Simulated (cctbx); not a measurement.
# Interatomic vectors of Sc2Co3Ge5

Space group C2/c (no. 15), a = 10.4110 Å, b = 11.4880 Å, c = 5.5840 Å, α = 90.00°, β = 119.45°, γ = 90.00°, content Ge20 Co12 Sc8.

The data are simulated with cctbx, not measured: Mo Kα, λ = 0.71073 Å, to d = 0.65 Å, 70 % of the full sphere, strongest reflection 5000 counts, noise from counting, a 6 % proportional error and a noise floor of 15 counts (s.d.); no absorption, some extinction.

Patterson synthesis from sharpened amplitudes, origin scaled to 1000:

```text
Patterson group C 1 2/m 1
      u       v       w   height  length (A)
  0.000   0.000   0.000   1000.0     0.00
  0.000   0.279   0.500    347.6     4.25
  0.000   0.000   0.500    301.3     2.79
  0.000   0.210   0.500    258.1     3.69
  0.000   0.500   0.000    256.0     5.74
  0.089   0.128   0.363    214.7     2.30
  0.000   0.248   0.000    213.5     2.85
  0.247   0.128  -0.003    196.2     2.97
  0.247   0.149   0.497    189.8     3.20
  0.088   0.151   0.860    185.8     2.27
  0.161   0.119   0.908    162.8     2.41
  0.000   0.469   0.500    156.8     6.07
  0.163   0.106   0.408    150.2     2.40
  0.162   0.391   0.906    147.4     4.91
```

**Question.** Which atom pairs make the peaks, and where is the heaviest atom?

A peak at u stands for all pairs with xi − xj = u, with weight Σ ZiZj against Σ Z² = 32756 at the origin. Peak heights follow these weights only roughly, since form factors, motion and series ripples differ, all vectors within 0.55 Å of a peak are counted as merged into it though the farther ones add only part of their weight, and F(000) is left out, which lowers the whole map:

| u | v | w | shortest length (Å) | height | 1000 ΣZiZj/ΣZ² | pairs in the cell |
| --- | --- | --- | --- | --- | --- | --- |
| 0.000 | 0.279 | 0.500 | 4.25 | 348 | 393 | 8 × Ge–Ge, 4 × Co–Co, 4 × Sc–Sc |
| 0.000 | 0.000 | 0.500 | 2.79 | 301 | 464 | 12 × Ge–Ge, 4 × Co–Co |
| 0.000 | 0.210 | 0.500 | 3.69 | 258 | 390 | 8 × Ge–Co, 4 × Ge–Ge, 4 × Sc–Sc |
| 0.000 | 0.500 | 0.000 | 5.21 | 256 | 319 | 8 × Ge–Co, 8 × Sc–Sc |
| 0.089 | 0.128 | 0.363 | 2.30 | 215 | 211 | 8 × Ge–Co |
| 0.000 | 0.248 | 0.000 | 2.85 | 214 | 461 | 8 × Ge–Ge, 8 × Ge–Co |
| 0.247 | 0.128 | -0.003 | 2.97 | 196 | 233 | 8 × Ge–Sc, 4 × Co–Sc |
| 0.247 | 0.149 | 0.497 | 3.20 | 190 | 233 | 8 × Ge–Sc, 4 × Co–Sc |
| 0.088 | 0.151 | 0.860 | 2.27 | 186 | 211 | 8 × Ge–Co |
| 0.161 | 0.119 | 0.908 | 2.41 | 163 | 231 | 4 × Ge–Ge, 4 × Ge–Co |

The table stops at ten peaks or at a height of 45, below which ripples compete. In the model behind the data Ge, the heaviest element, has 4 independent sites: (1/2, 0.7304, 1/4), (1/2, 0.9870, 1/4), (1/2, 0.2818, 1/4) and (0.1602, 0.9035, 0.6583), up to an allowed shift of origin; the Ge–Ge vectors are differences of these positions and their symmetry mates. The whole model:

| atom | mult. | x | y | z | Ueq (Å²) |
| --- | --- | --- | --- | --- | --- |
| Ge1 | 4 | 1/2 | 0.7304 | 1/4 | 0.0119 |
| Ge2 | 4 | 1/2 | 0.9870 | 1/4 | 0.0092 |
| Ge3 | 4 | 1/2 | 0.2818 | 1/4 | 0.0124 |
| Ge4 | 8 | 0.1602 | 0.9035 | 0.6583 | 0.0122 |
| Co1 | 8 | 0.4082 | 0.1443 | 0.3854 | 0.0099 |
| Co2 | 4 | 1/2 | 0.4910 | 1/4 | 0.0131 |
| Sc1 | 8 | 0.7381 | 0.1398 | 0.7402 | 0.0130 |

This is a model crystal, built by substitution and not relaxed, with assumed displacement parameters.

[Logs are printed without paths, hosts, clocks, repeated set-up lines and the standing remarks that a program may print on its own settings, such as how far it seeks lower states.]
